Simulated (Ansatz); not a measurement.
# GaN (F-43m): zone-centre modes against carrier density

Aim: how far do free carriers move the optical modes of GaN (F-43m)?

Program: Ansatz 0.2.0. Level of theory: DFT LDA, scalar-relativistic, plane waves, PAW; PAW set soft_1. Results are calculated unless marked as measured.

Most raw output is cut from this account.

## (1) The starting structure

The structure is cubic, space group F-43m (No. 216). Conventional cell: a = 4.507 Å, b = 4.507 Å, c = 4.507 Å, α = 90.00°, β = 90.00°, γ = 90.00°. N has 4 Ga at 1.95 Å nearest. Nearest to Ga lie 4 N at 1.95 Å. Farther neighbours and most contacts between anions are not listed.

Coordinates:

```
N Ga
1.0
     0.00000    2.25350    2.25350
     2.25350    0.00000    2.25350
     2.25350    2.25350    0.00000
N Ga
1 1
Direct
  0.25000 0.25000 0.25000
  0.00000 0.00000 0.00000
```

## (2) Relaxation

Harmonic phonons are second derivatives at a point where the forces vanish, and they are wanted at zero stress, so atoms and cell are relaxed first.

File input.yaml:

```yaml
crystal:
  lattice:
    - [0.0, 2.2535006075, 2.2535006075]
    - [2.2535006075, 0.0, 2.2535006075]
    - [2.2535006075, 2.2535006075, 0.0]
  atoms:
    - { symbol: "N", position: [0.25, 0.25, 0.25] }
    - { symbol: Ga, position: [0.0, 0.0, 0.0] }
kpoints:
  mp_grid: { grid: [10, 10, 10] }
hamiltonian:
  xc: lda
  pseudopotentials: { kind: paw, azcp: { folder: soft_1 }, xc_functional: pbe }
scf:
  occupations: { method: gaussian, width: 0.02 }
output:
  forces: true
  stress: true
  eigenvalues: true
  write_density: true
  write_potential: true
  elf: true
  volumetric_format: npy
relax:
  adjacent_minimum: "off"
  f_tol: 0.005
  max_steps: 80
  cell: { stress_tol: 0.05 }
```

On the command line:

```
$ ansatz run input.yaml --threads 8 --pin off --max-ram 16384MiB --backend cpu --events-out ev --progress --plain --runs-dir out
```

It took 2.6 s on 8 threads of Arm Neoverse V1, shared host; peak memory 0.34 GiB; 15 s of CPU time.

The steps of the relaxation:

```tsv
step	energy less that of the first step (eV)	largest force component (eV/Å)	pressure (GPa)	volume (Å³)
1	0.0000	0.0000	-6.50	22.89
2	-0.0146	0.0000	-2.70	22.42
3	-0.0179	0.0000	0.16	22.10
4	-0.0179	0.0000	0.00	22.12
5*	-0.0164	0.0000	-0.11	22.12
6	-0.0164	0.0000	0.00	22.11
7*	-0.0164	0.0000	0.00	22.11
```

Relaxation steps marked * repeat the geometry before them on a plane-wave basis chosen anew for their cell, so energy and pressure can jump there.

Forces are held to the 24 operations that the run works with; a distortion that breaks them can't arise in this run.

```tsv
conventional cell, symmetrised	before	after	change
a (Å)	4.507	4.455	-1.1 %
b (Å)	4.507	4.455	-1.1 %
c (Å)	4.507	4.455	-1.1 %
volume (Å³/atom)	11.44	11.05	-3.4 %
```

The relaxed structure:

```xyz
2
Lattice="0.0000 2.2276 2.2276 2.2276 0.0000 2.2276 2.2276 2.2276 0.0000" Properties=species:S:1:pos:R:3 pbc="T T T"
N     1.1138    1.1138    1.1138
Ga    0.0000    0.0000    0.0000
```

Numbers from this step:

```yaml
pressure: -0.001386 GPa
gap_on_the_k_mesh: 1.961 eV
volume_per_atom: 11.05 Å³
```

ELF in the ac plane of a cell with a along [110], b along [-110] and c along [001] of the cube at fractional y = 0.000, with atoms of N and Ga within 0.2 Å of it. It is the smooth field of the valence electrons, not physical close to the nuclei.

Ten even steps from '_' (0.02) to '@' (0.78), each cell a mean:
```
__..--##@@%%++::____..--##@@%%++::__
..::##@@%%@@@@==....::##@@%%@@@@==..
::==@@%%--++@@**::::==@@%%--++@@**::
..==%%%%++##@@**::..==%%%%++##@@**::
__::**@@@@@@%%==____::**@@@@@@%%==__
____::++##**==..______::++##**==..__
______..::::..__________..::::..____
____________________________________
....__________........__________....
::::..______..::::::::..______..::::
__..::......::::..__..::......::::..
____::--====::..______::--====::..__
```
Columns run along a (6.3 Å), rows up along c (4.5 Å), edges of the conventional cell, whose origin can differ from the input's. Atoms in or near the plane, at fractional coordinates: N at (0.75, 0.75), N at (0.25, 0.75), Ga at (0.50, 0.00), Ga at (0.00, 0.00).

Valence density in the ac plane of a cell with a along [110], b along [-110] and c along [001] of the cube at fractional y = 0.000, with atoms of N and Ga within 0.2 Å of it. It is the smooth field of the valence electrons, not physical close to the nuclei.

Values in e/Å³, 7 rows by 16 columns, each cell a mean:
```
12  3  1  1  1  1  1  8 12  3  1  1  1  1  1  8
 0  0  1  3  3  2  1  0  0  0  1  3  3  2  1  0
 0  0  1  2  2  1  0  0  0  0  1  2  2  1  0  0
 0  0  0  0  0  0  0  0  0  0  0  0  0  0  0  0
 0  0  0  0  0  0  0  0  0  0  0  0  0  0  0  0
 1  0  0  0  0  0  0  1  1  0  0  0  0  0  0  1
22  4  0  0  0  0  1 13 22  4  0  0  0  0  1 13
```
Columns run along a (6.3 Å), rows up along c (4.5 Å), edges of the conventional cell, whose origin can differ from the input's. Atoms in or near the plane, at fractional coordinates: N at (0.75, 0.75), N at (0.25, 0.75), Ga at (0.50, 0.00), Ga at (0.00, 0.00).

Electrostatic potential energy in the ac plane of a cell with a along [110], b along [-110] and c along [001] of the cube at fractional y = 0.000, with atoms of N and Ga within 0.2 Å of it. With pseudopotentials it is smooth inside the atoms' cores, unlike the true potential.

Ten even steps from '_' (-33 eV) to '@' (47 eV), each cell a mean:
```
@@##======++==++@@@@##======++==++@@
++====--..::====++++====--..::====++
======..____::==========..____::====
++++==..____--++++++++==..____--++++
++++++==----++++++++++++==----++++++
++++++++++++++++++++++++++++++++++++
++++++++++++++++++++++++++++++++++++
++++++++++++++++++++++++++++++++++++
++++++++++++++++++++++++++++++++++++
====++++++++++========++++++++++====
##++==++++++====**##++==++++++====**
@@%%==++++++==++@@@@%%==++++++==++@@
```
Columns run along a (6.3 Å; values clipped at the 3rd and 97th percentile), rows up along c (4.5 Å), edges of the conventional cell, whose origin can differ from the input's. Atoms in or near the plane, at fractional coordinates: N at (0.75, 0.75), N at (0.25, 0.75), Ga at (0.50, 0.00), Ga at (0.00, 0.00).

In this step the volume went from 11.44 to 11.05 Å³/atom.

## (3) Tight relaxation

Phonons need small forces and stress, so the relaxation is finished with tight tolerances on 12×12×12 k points.

File input.yaml:

```yaml
crystal:
  lattice:
    - [0.0, 2.2276025184, 2.2276025184]
    - [2.2276025184, 0.0, 2.2276025184]
    - [2.2276025184, 2.2276025184, 0.0]
  atoms:
    - { symbol: "N", position: [0.25, 0.25, 0.25] }
    - { symbol: Ga, position: [0.0, 0.0, 0.0] }
kpoints:
  mp_grid: { grid: [12, 12, 12] }
hamiltonian:
  xc: lda
  pseudopotentials: { kind: paw, azcp: { folder: soft_1 }, xc_functional: pbe }
scf:
  occupations: { method: fixed }
output:
  forces: true
  stress: true
  eigenvalues: true
relax:
  adjacent_minimum: "off"
  f_tol: 0.001
  max_steps: 60
  cell: { stress_tol: 0.01 }
```

The job ended after 1 s (8 threads; peak memory 0.33 GiB; 6 s of CPU time).

Little changed from the start: no atom moved by 0.005 Å and no cell edge by 0.1 %.

Numbers from this step:

- pressure: -7.38e-4 GPa

The forces vanish by symmetry and the pressure is -0.001 GPa, within the tolerances set. The cell now holds 11.05 Å³/atom.

## (4) Ground state of a member: no carriers

The cell of the neutral crystal is kept with no carriers. The bands are sampled on 30×30×30 points with Fermi-Dirac filling of 0.03 eV.

input.yaml, the sections that differ from step 3:

```yaml
kpoints:
  mp_grid: { grid: [30, 30, 30] }
scf:
  occupations: { method: fermi_dirac, width: 0.03 }
# crystal, hamiltonian, output: as in step 3
# relax: removed
```

It took 3.6 s on 8 threads; peak memory 0.58 GiB.

The forces vanish by symmetry.

## (5) Zone-centre modes of the member: no carriers

Phonons follow from the second derivative of the energy, found here by linear response.

The zone-centre modes follow for no carriers.

input.yaml, as its differences from that of step 4:

```diff
@@ -16,4 +16,4 @@
 output:
-  forces: true
-  stress: true
   eigenvalues: true
+phonons:
+  method: dfpt
```

Run time: 30 s. Hardware: 8 threads; peak memory 2 GiB.

Numbers from this step:

- sum-rule residual before enforcement: 3.93e-5 eV/Å²
- point group: -43m
- highest optical mode at the zone centre (no LO-TO term): 552.5 cm⁻¹
- lowest optical zone-centre mode: 552.5 cm⁻¹

Without the LO-TO term. Patterns of degenerate modes are one choice out of their space. The modes at Γ (shares of kinetic energy by element, %):

```tsv
mode	frequency (cm⁻¹)	symmetry	N %	Ga %
1	0.0	acoustic	17	83
2	0.0	acoustic	17	83
3	0.0	acoustic	17	83
4	552.5	T2	83	17
5	552.5	T2	83	17
6	552.5	T2	83	17
```

Displacements in mode 5 (552.5 cm⁻¹), the largest set to 1:
```
N1   0.00  1.00  0.00
Ga2  0.00 -0.20  0.00
```

The optical mode without the LO-TO term lies at 552.5 cm⁻¹.

## (6) Ground state of a member: 15 × 10²⁰ holes per cm³

The cell of the neutral crystal is kept with 15 × 10²⁰ holes per cm³, balanced by a uniform background. The bands are sampled on 30×30×30 points with Fermi-Dirac filling of 0.03 eV.

input.yaml, as its differences from that of step 5:

```diff
@@ -8,2 +8,3 @@
     - { symbol: Ga, position: [0.0, 0.0, 0.0] }
+total_charge: 0.033162
 kpoints:
@@ -16,4 +17,4 @@
 output:
+  forces: true
+  stress: true
   eigenvalues: true
-phonons:
-  method: dfpt
```

Run time: 3.4 s. Hardware: 8 threads; peak memory 0.58 GiB.

The forces vanish by symmetry.

## (7) Zone-centre modes of the member: 15 × 10²⁰ holes per cm³

The zone-centre modes follow for 15 × 10²⁰ holes per cm³.

input.yaml, as its differences from that of step 6:

```diff
@@ -17,4 +17,4 @@
 output:
-  forces: true
-  stress: true
   eigenvalues: true
+phonons:
+  method: dfpt
```

Elapsed: 31 s, on 8 threads; peak memory 2 GiB.

Numbers from this step:

```yaml
sum_rule_residual_before_enforcement: 1.35e-5 eV/Å²
highest_optical_mode_at_the_zone_centre_no_lo_to_term: 539.7 cm⁻¹
lowest_optical_zone_centre_mode: 539.7 cm⁻¹
```

Without the LO-TO term. Patterns of degenerate modes are one choice out of their space. The modes at Γ (shares of kinetic energy by element, %):

```tsv
mode	frequency (cm⁻¹)	symmetry	N %	Ga %
1	0.0	acoustic	17	83
2	0.0	acoustic	17	83
3	0.0	acoustic	17	83
4	539.7	T2	83	17
5	539.7	T2	83	17
6	539.7	T2	83	17
```

The optical mode without the LO-TO term lies at 539.7 cm⁻¹.

Between step 5 and this run (carriers -15 × 10²⁰ cm⁻³) the value for the highest optical mode at the zone centre (no LO-TO term) moves from 553 cm⁻¹ to 540 cm⁻¹ (-2 %).

## (8) A check on a coarser mesh: 2 × 10²⁰ holes per cm³

To see what the mesh is worth, the run for 2 × 10²⁰ holes per cm³ is repeated on 24×24×24 points.

input.yaml, as its differences from that of step 7:

```diff
@@ -8,5 +8,5 @@
     - { symbol: Ga, position: [0.0, 0.0, 0.0] }
-total_charge: 0.033162
+total_charge: 0.004422
 kpoints:
-  mp_grid: { grid: [30, 30, 30] }
+  mp_grid: { grid: [24, 24, 24] }
 hamiltonian:
```

It took 17 s on 8 threads; peak memory 1.2 GiB.

Numbers from this step:

| Property | Result |
| --- | --- |
| sum-rule residual before enforcement | 1.84e-5 eV/Å² |
| highest optical mode at the zone centre (no LO-TO term) | 548.3 cm⁻¹ |
| lowest optical zone-centre mode | 548.3 cm⁻¹ |

The highest mode comes at 548.3 cm⁻¹, against 548.1 cm⁻¹ on 30×30×30 points.

## (9) A check on a coarser mesh: 10 × 10²⁰ holes per cm³

To see what the mesh is worth, the run for 10 × 10²⁰ holes per cm³ is repeated on 24×24×24 points.

input.yaml, as its differences from that of step 8:

```diff
@@ -8,3 +8,3 @@
     - { symbol: Ga, position: [0.0, 0.0, 0.0] }
-total_charge: 0.004422
+total_charge: 0.022108
 kpoints:
```

Wall time 17 s (8 threads); peak memory 1.2 GiB; 1.8 min of CPU time.

Numbers from this step:

```
sum-rule residual before enforcement                    : 1.23e-5 eV/Å²
highest optical mode at the zone centre (no LO-TO term) : 541.5 cm⁻¹
lowest optical zone-centre mode                         : 541.5 cm⁻¹
```

The highest mode comes at 541.5 cm⁻¹, against 541.6 cm⁻¹ on 30×30×30 points.

## (10) All members side by side

The members are set side by side, also those not shown above.

Electrons count positive and holes negative; without the LO-TO term; modes are tracked from the neutral crystal by their patterns, and those within 0.3 cm⁻¹ of each other stand once; the cell of the neutral crystal is kept and the atoms are relaxed where symmetry leaves them free; all runs use 30×30×30 k points and Fermi-Dirac smearing of 0.03 eV. Optical modes along the series:

```tsv
carriers (10²⁰ cm⁻³)	mode 4 T2 (cm⁻¹)
-15	539.7
-10	541.6
-6	543.9
-4	545.7
-2	548.1
-1	549.9
0	552.5
```

## (11) What came out

```json
{"members": "7", "mode": "mode 4 T2", "its frequency without carriers": "552.51 cm⁻¹", "its frequency at -15 × 10²⁰ cm⁻³": "539.69 cm⁻¹"}
```

**Reading.** At 15 × 10²⁰ holes per cm³ the optical mode has moved by -12.82 cm⁻¹ from 552.51 cm⁻¹. At 2 and 10 × 10²⁰ cm⁻³ the coarser mesh moves the optical modes by up to 0.12 cm⁻¹, a measure of the error left by the mesh there. The response is adiabatic: the carriers follow the ions at once. Where they cannot, as for a zone-centre mode faster than their scattering, measured shifts differ, and line shapes are not given here. A static distortion lets holes move between the bands that it splits, which a fast mode allows only in part, so this softening can be well above the one seen in Raman spectra. The background stands for dopants without their size, scattering or local bonds, and the cell is that of the neutral crystal, although carriers also change the volume at rest, which would shift the modes as well. Spin-orbit coupling, which splits the valence bands that hold the holes, is left out. In a polar crystal the carriers also screen the field of the longitudinal modes, often the largest effect; only modes without that field are treated here. These are harmonic frequencies of a static lattice, with warm electrons: anharmonic shifts, linewidths and thermal expansion are left out. The PAW files were made for PBE; the program adapts parts of them to the functional of the run, but their partial waves stay those of PBE, an approximation that was not tested in this session. Only the zone centre was solved, so an instability at another wavevector cannot show here.

[Logs are printed without paths, hosts, clocks, repeated set-up lines and the standing remarks that a program may print on its own settings, such as how far it seeks lower states.]

[Hosts, paths, dates, database ids (printed as entryN), source tags and the programs' standing remarks are cut or masked in the printed files.]
